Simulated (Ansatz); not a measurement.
## Phonons of BPtW in the AlB2 type

The plan: relax BPtW in the AlB2 type, check its phonons, and, if the lattice is stable, compute its Eliashberg function and ρ(T).

Method: DFT PBE, scalar-relativistic, plane waves, PAW; PAW set soft_1, in Ansatz 0.2.0.

Report form: the programs' logs are mostly left out.

The structure was built from a prototype and need not be the compound's stable phase.

**1. The structure**

The structure is hexagonal, space group P-6m2 (No. 187). Conventional cell: a = 3.465 Å, b = 3.465 Å, c = 3.638 Å, α = 90.00°, β = 90.00°, γ = 120.00°. Nearest to W lie 6 B at 2.70 Å and 6 Pt at 2.70 Å. Nearest to B lie 3 Pt at 2.00 Å and 6 W at 2.70 Å. Nearest to Pt lie 3 B at 2.00 Å and 6 W at 2.70 Å. Farther neighbours are not listed.

**2. Rough relaxation**

The start is far from rest, so a relaxation with loose thresholds does the first part.

input.yaml reads:

```yaml
crystal:
  lattice:
    - [3.46521, 0.0, 0.0]
    - [-1.73261, 3.00096, 0.0]
    - [0.0, 0.0, 3.63847]
  atoms:
    - { symbol: W, position: [0.0, 0.0, 0.0] }
    - { symbol: B, position: [0.33333333, 0.66666667, 0.5] }
    - { symbol: Pt, position: [0.66666667, 0.33333333, 0.5] }
kpoints:
  mp_grid: { grid: [6, 6, 6] }
hamiltonian:
  xc: pbe
  pseudopotentials: { kind: paw, azcp: { folder: soft_1 } }
scf:
  occupations: { method: gaussian, width: 0.1 }
output:
  forces: true
  stress: true
  eigenvalues: true
relax:
  adjacent_minimum: "off"
  f_tol: 0.05
  max_steps: 80
  cell: { stress_tol: 0.5 }
```

Started as:

```
ansatz run input.yaml --threads 4 --pin off --max-ram 12288MiB --backend cpu --events-out ev --progress --plain --runs-dir out
```

It took 5.7 s on 4 threads of AMD EPYC 7B13 (Zen 3), shared host; peak memory 0.43 GiB.

Relaxation path:

```csv
step,energy less that of the first step (eV),largest force component (eV/Å),pressure (GPa),volume (Å³)
1,0.0000,0.0000,21.29,37.84
2,-0.0746,0.0000,-11.11,42.48
3,-0.2030,0.0000,-0.86,40.50
4,-0.2808,0.0000,4.99,39.35
5,-0.3784,0.0000,4.59,38.96
6,-0.4287,0.0000,2.31,38.81
7,-0.4321,0.0000,-0.70,39.26
8,-0.4328,0.0000,0.07,39.17
9*,-0.4382,0.0000,0.18,39.17
```

Relaxation steps marked * repeat the geometry before them on a plane-wave basis chosen anew for their cell, so energy and pressure can jump there.

The run keeps the 12 symmetry operations that it works with, so distortions that break them were not tested.

```csv
cell as run,before,after,change
a (Å),3.465,3.781,+9.1 %
b (Å),3.465,3.781,+9.1 %
c (Å),3.638,3.164,-13.0 %
volume (Å³/atom),12.61,13.06,+3.5 %
```

Final coordinates:

```xyz
3
Lattice="3.7810 0.0000 0.0000 -1.8905 3.2744 0.0000 0.0000 0.0000 3.1641" Properties=species:S:1:pos:R:3 pbc="T T T"
W     0.0000    0.0000    0.0000
B     0.0000    2.1830    1.5821
Pt    1.8905    1.0915    1.5821
```

Numbers from this step:

* pressure: 0.1810 GPa
* volume per atom: 13.06 Å³/atom
* metallic on mesh: yes
* gap on the k-mesh: 0 eV

The largest force is now zero by symmetry and the largest stress component 0.22 GPa.

**3. Relaxing cell and atoms**

The structure is brought to rest under this functional.

input.yaml, the sections that differ from step 2:

```yaml
crystal:
  lattice:
    - [3.7810045331, 3.1498e-06, 0.0]
    - [-1.8905049944, 3.2744444026, 0.0]
    - [0.0, 0.0, 3.1641004144]
  atoms:
    - { symbol: W, position: [0.0, 0.0, 0.0] }
    - { symbol: B, position: [0.3333333333, 0.6666666667, 0.5] }
    - { symbol: Pt, position: [0.6666666667, 0.3333333333, 0.5] }
kpoints:
  mp_grid: { grid: [9, 9, 10] }
relax:
  adjacent_minimum: "off"
  f_tol: 0.005
  max_steps: 80
  cell: { stress_tol: 0.05 }
# hamiltonian, scf, output: as in step 2
```

Run time: 9.2 s. Hardware: 4 threads; peak memory 0.49 GiB; 32 s of CPU time.

Relaxation path:

```csv
step,energy less that of the first step (eV),largest force component (eV/Å),pressure (GPa),volume (Å³)
1,0.0000,0.0000,0.45,39.17
2,-0.0044,0.0000,0.96,39.02
3,-0.0029,0.0000,-2.31,39.40
4,-0.0055,0.0000,0.04,39.11
5,-0.0056,0.0000,-0.02,39.11
6,-0.0056,0.0000,0.00,39.10
7,-0.0056,0.0000,0.00,39.10
```

The log counts 1 steps on a newly chosen plane-wave basis, not all of them marked here; energy and pressure can jump at such steps. Relaxation step 3 was tried and not accepted.

```csv
"conventional cell, symmetrised",before,after,change
a (Å),3.781,3.815,+0.9 %
b (Å),3.781,3.815,+0.9 %
c (Å),3.164,3.103,-1.9 %
volume (Å³/atom),13.06,13.03,-0.2 %
```

The relaxed structure:

```
W B Pt
1.0
     3.81464    0.00000    0.00000
    -1.90732    3.30357    0.00000
     0.00000    0.00000    3.10282
W B Pt
1 1 1
Direct
  0.00000 0.00000 0.00000
  0.33333 0.66667 0.50000
  0.66667 0.33333 0.50000
```

Numbers from this step:

```
pressure        : 6.62e-5 GPa
volume per atom : 13.03 Å³/atom
```

The largest force is now zero by symmetry and the largest stress component 0.014 GPa.

**4. Tight relaxation**

No force is left; the cell is relaxed once more with another smearing and tight thresholds.

input.yaml, the sections that differ from step 3:

```yaml
crystal:
  lattice:
    - [3.8146366431, 3.1778e-06, 0.0]
    - [-1.9073210736, 3.3035706502, 0.0]
    - [0.0, 0.0, 3.1028223726]
  atoms:
    - { symbol: W, position: [0.0, 0.0, 0.0] }
    - { symbol: B, position: [0.3333333333, 0.6666666667, 0.5] }
    - { symbol: Pt, position: [0.6666666667, 0.3333333333, 0.5] }
scf:
  occupations: { method: methfessel_paxton, width: 0.2 }
relax:
  adjacent_minimum: "off"
  f_tol: 0.001
  max_steps: 60
  cell: { stress_tol: 0.01 }
# kpoints, hamiltonian, output: as in step 3
```

It took 5.8 s on 4 threads; peak memory 0.49 GiB.

Little changed from the start: no atom moved by 0.005 Å and no cell edge by 0.1 %.

This step gave:

```
pressure        : -1.31e-4 GPa
volume per atom : 13.04 Å³/atom
```

The largest force is now zero by symmetry and the largest stress component 4.9e-4 GPa, small enough for phonons.

**5. Lattice stability: q 2×2×2, k 6×6×6**

Before any scattering is computed, the phonons show whether the structure is a minimum.

input.yaml reads:

```yaml
crystal:
  lattice:
    - [3.8133916802, 3.1768e-06, 0.0]
    - [-1.9066985912, 3.3024924812, 0.0]
    - [0.0, 0.0, 3.1051995277]
  atoms:
    - { symbol: W, position: [0.0, 0.0, 0.0] }
    - { symbol: B, position: [0.3333333333, 0.6666666667, 0.5] }
    - { symbol: Pt, position: [0.6666666667, 0.3333333333, 0.5] }
kpoints:
  mp_grid: { grid: [6, 6, 6] }
hamiltonian:
  xc: pbe
  pseudopotentials: { kind: paw, azcp: { folder: soft_1 } }
scf:
  occupations: { method: methfessel_paxton, width: 0.2 }
output:
  eigenvalues: true
phonons:
  method: dfpt
  qmesh: [2, 2, 2]
  temperatures: { t_max: 1000, t_step: 50 }
  qpath:
    path:
      - [[0.0, 0.0, 0.0], [0.5, 0.0, 0.0], [0.33333333, 0.33333333, 0.0], [0.0, 0.0, 0.0], [0.0, 0.0, 0.5], [0.5, 0.0, 0.5], [0.33333333, 0.33333333, 0.5], [0.0, 0.0, 0.5]]
      - [[0.5, 0.0, 0.5], [0.5, 0.0, 0.0]]
      - [[0.33333333, 0.33333333, 0.5], [0.33333333, 0.33333333, 0.0]]
    npoints: 10
```

The job ended after 39 s (4 threads; peak memory 0.62 GiB; 2.4 min of CPU time).

Numbers from this step:

- share of imaginary modes in the plain interpolation between solved wavevectors: 0.1123
- highest frequency, solved or plainly interpolated: 510.8 cm⁻¹

Solved on the 2×2×2 mesh alone; all other wavevectors are interpolated. The phonon branches at the labelled points (cm⁻¹):

```csv
point,branch 1,branch 2,branch 3,branch 4,branch 5,branch 6,branch 7,branch 8,branch 9
Γ,-22,0,0,0,167,193,193,484,484
halfway,-48,-19,60,82,156,191,196,486,498
M,-53,-19,77,120,144,181,198,489,511
halfway,-42,36,79,122,139,158,211,492,511
K,-24,58,81,129,132,135,217,495,511
halfway,-49,-7,66,91,153,183,203,487,500
Γ,-22,0,0,0,167,193,193,484,484
halfway,54,72,72,157,159,177,177,479,479
A,36,129,129,139,139,163,223,473,473
halfway,-86,106,129,135,176,183,201,477,490
L,-111,80,128,130,163,203,209,479,506
halfway,-112,57,116,151,173,197,208,483,503
H,-113,36,105,177,179,182,208,488,500
halfway,-94,92,130,138,184,185,196,479,492
A,36,129,129,139,139,163,223,473,473
jump to L,-111,80,128,130,163,203,209,479,506
halfway,-70,64,75,129,178,179,200,484,508
M,-53,-19,77,120,144,181,198,489,511
jump to H,-113,36,105,177,179,182,208,488,500
halfway,-56,52,67,128,162,191,203,492,505
K,-24,58,81,129,132,135,217,495,511
```

Lowest modes at the softest wavevector of the mesh. The modes at q = (0.500, 0.500, 0.500) (shares of kinetic energy by element, %) (negative means imaginary):

```csv
mode,frequency (cm⁻¹),W %,B %,Pt %
1,-110.8,49,2,49
2,80.4,72,0,28
3,127.8,0,6,94
4,130.2,100,0,0
5,163.0,3,83,14
6,203.2,28,0,72
```

Displacements in mode 1 (-110.8 cm⁻¹), the largest set to 1, in the home cell:
```
W1  -0.89  0.51  0.00
B2   0.00  0.00 -0.87
Pt3  0.00  0.00 -1.00
```

Displacements in mode 6 (203.2 cm⁻¹), the largest set to 1, in the home cell:
```
W1   0.00  0.00  0.74
B2  -0.31  0.18  0.00
Pt3 -1.00  0.58  0.00
```

Among the solved wavevectors the lowest mode, translations apart, is -111 cm⁻¹, imaginary.

**6. Lattice stability: q 3×3×2, k 6×6×8**

An imaginary mode on so few k-points may come from the sampling, so the phonons are repeated with another q and k mesh.

input.yaml, as its differences from that of step 5:

```diff
@@ -10,3 +10,3 @@
 kpoints:
-  mp_grid: { grid: [6, 6, 6] }
+  mp_grid: { grid: [6, 6, 8] }
 hamiltonian:
@@ -20,3 +20,3 @@
   method: dfpt
-  qmesh: [2, 2, 2]
+  qmesh: [3, 3, 2]
   temperatures: { t_max: 1000, t_step: 50 }
```

Run time: 89 s. Hardware: 4 threads; peak memory 0.77 GiB.

This step gave:

```yaml
share_of_imaginary_modes_in_the_plain_interpolation_between_solved_wavevectors: 0.1233
highest_frequency_solved_or_plainly_interpolated: 521.9 cm⁻¹
```

Solved on the 3×3×2 mesh alone; all other wavevectors are interpolated. The phonon branches at the labelled points (cm⁻¹):

```csv
point,branch 1,branch 2,branch 3,branch 4,branch 5,branch 6,branch 7,branch 8,branch 9
Γ,-80,0,0,0,150,178,178,477,477
halfway,-96,-22,67,87,145,189,189,476,493
M,-94,-17,70,127,138,178,194,484,511
halfway,-92,34,70,124,133,155,210,484,517
K,-87,58,65,122,128,137,217,485,522
halfway,-98,-16,74,94,142,179,200,476,498
Γ,-80,0,0,0,150,178,178,477,477
halfway,-37,73,73,134,145,167,167,473,473
A,-81,129,129,134,134,160,200,469,469
halfway,-130,96,126,127,152,181,188,468,484
L,-137,67,123,124,131,203,203,471,505
halfway,-138,51,97,147,164,196,204,479,505
H,-138,39,85,173,180,182,205,489,504
halfway,-135,82,121,135,159,183,188,471,487
A,-81,129,129,134,134,160,200,469,469
jump to L,-137,67,123,124,131,203,203,471,505
halfway,-92,35,61,106,174,177,197,477,508
M,-94,-17,70,127,138,178,194,484,511
jump to H,-138,39,85,173,180,182,205,489,504
halfway,-83,15,43,122,158,190,203,487,513
K,-87,58,65,122,128,137,217,485,522
```

Lowest modes at the softest wavevector of the mesh. The modes at q = (-0.333, -0.333, 0.500) (shares of kinetic energy by element, %) (negative means imaginary):

```csv
mode,frequency (cm⁻¹),W %,B %,Pt %
1,-137.6,44,0,56
2,39.3,57,1,42
3,85.1,62,38,0
4,172.8,0,0,100
5,179.5,38,62,0
6,181.8,43,4,53
```

Displacements in mode 1 (-137.6 cm⁻¹), the largest set to 1, in the home cell (x, y, z of the real part, then of the imaginary part):
```
W1   0.56  0.32  0.00 -0.32  0.56  0.00
B2   0.00  0.00  0.00  0.00  0.00  0.00
Pt3  0.00  0.00  1.00  0.00  0.00  0.00
```

Displacements in mode 6 (181.8 cm⁻¹), the largest set to 1, in the home cell (x, y, z of the real part, then of the imaginary part):
```
W1   0.00  0.00  1.00  0.00  0.00  0.00
B2   0.00  0.86  0.00 -0.86  0.00  0.00
Pt3 -0.66 -0.38  0.00 -0.38  0.66  0.00
```

The modes has structure finer than the step of the table below, so its rows give means over 20 cm⁻¹, whole bins alone (the curve runs from -149 to 547 cm⁻¹). Peaks (cm⁻¹: height): B -91.7: 0.0132, 477.2: 0.0632, 503.5: 0.0317; Pt -131.1: 0.00725, 140.2: 0.0200, 192.8: 0.0314; W -91.7: 0.00647, 109.6: 0.0180, 184.0: 0.0250.

Phonopy on the run's constants, 17x17x19 mesh, Gaussian sigma 5.0 cm⁻¹. Modes against wavenumber; means over each step; values in 1/cm⁻¹/cell:

```csv
wavenumber (cm⁻¹),B,Pt,W
-120,0.00116,0.00545,0.00368
-100,0.00694,0.00430,0.00455
-80,0.00738,0.00265,0.00368
-60,0.00104,6.3e-4,6.6e-4
-40,3.3e-4,2.9e-4,4.2e-4
-20,2.8e-4,0.00160,0.00180
0,1.5e-4,9.5e-4,0.00108
20,6.3e-4,0.00292,0.00340
40,0.00140,0.00616,0.00781
60,0.00334,0.00950,0.0140
80,0.00350,0.00793,0.0140
100,0.00513,0.00885,0.0150
120,0.00623,0.00960,0.0117
140,0.00588,0.0172,0.0115
160,0.00490,0.0138,0.0135
180,0.00361,0.0244,0.0220
200,0.00148,0.0235,0.0171
220,3.3e-5,0.00215,0.00115
240,0,2.6e-6,1.0e-6
260,0,0,0
280,0,0,0
300,0,0,0
320,0,0,0
340,0,0,0
360,0,0,0
380,0,0,0
400,0,0,0
420,0,0,0
440,1.7e-6,0,0
460,0.0104,4.0e-4,2.3e-6
480,0.0491,0.00153,1.6e-5
500,0.0271,0.00148,1.4e-5
520,0.00938,5.3e-4,2.8e-6
```

No LO-TO term; unit eigenvectors of the mass-weighted matrix. Modes at Γ, with each element's share of the kinetic energy (negative means imaginary):

```csv
mode,frequency (cm⁻¹),symmetry,W %,B %,Pt %
1,-80.2,A2'',11,88,1
2,0.0,unnamed,47,3,50
3,0.0,unnamed,47,3,50
4,0.0,unnamed,47,3,50
5,149.6,A2'',42,9,49
6,177.9,E',53,4,43
7,177.9,E',53,4,43
8,477.3,E',0,93,7
9,477.3,E',0,93,7
```

Displacements in mode 1 (-80.2 cm⁻¹), the largest set to 1:
```
W1   0.00  0.00 -0.08
B2   0.00  0.00  1.00
Pt3  0.00  0.00  0.02
```

Displacements in mode 6 (177.9 cm⁻¹), the largest set to 1:
```
W1   0.00  0.83  0.00
B2   0.00 -1.00  0.00
Pt3  0.00 -0.73  0.00
```

Among the solved wavevectors the lowest mode, translations apart, is -138 cm⁻¹, imaginary.

**7. Coupling and resistivity: q 3×3×2, k 6×6×8, scattering 12×12×12**

Phonons, couplings and the Boltzmann equation in one run.

input.yaml, as its differences from that of step 6:

```diff
@@ -28 +28,4 @@
     npoints: 10
+  electrical_resistivity:
+    mesh: [12, 12, 12]
+    temperatures: [20.0, 50.0, 77.0, 100.0, 150.0, 200.0, 300.0, 400.0, 600.0, 800.0]
```

Run time: 1.8 min. Hardware: 4 threads; peak memory 0.78 GiB.

The run ended with an error.

The program's message: “electrical resistivity: the mode of lowest frequency at the wavevector [0.2500, 0.2500, -0.5000] is imaginary, -138.84 cm⁻¹ (written negative): the force constants describe an unstable lattice; relax …”

The run stops because a mode is imaginary on the scattering mesh, where no scattering rate is defined; denser k meshes, other smearings and, between solved wavevectors, finer q meshes show whether the instability is real.

**8. Outcome**

| Property | Result |
| --- | --- |
| phonon run of the rows without a label of their own | PBE, q 3×3×2, k 6×6×8 |
| softest mode on the q mesh | -138 cm⁻¹ at q = (-0.333, -0.333, 0.5) |
| highest frequency, solved or plainly interpolated | 522 cm⁻¹ |

In words: The lattice is dynamically unstable at this level: a mode at q = (-0.333, -0.333, 0.5) is imaginary, 138i cm⁻¹, so no harmonic coupling constant or resistivity is defined for this structure. These meshes are coarse, and single modes of a metal can move by tens of cm⁻¹ with the k mesh. The coarser mesh found an imaginary mode at another wavevector, which this mesh lacks. Spin–orbit coupling, left out here, matters for Pt and W. The phonon runs are not spin-polarised. The structure was built by hand as an ordered model, and its stability against other phases was not tested.

[Logs are printed without paths, hosts, clocks, repeated set-up lines and the standing remarks that a program may print on its own settings, such as how far it seeks lower states.]

[Hosts, paths, dates, database ids (printed as entryN), source tags and the programs' standing remarks are cut or masked in the printed files.]
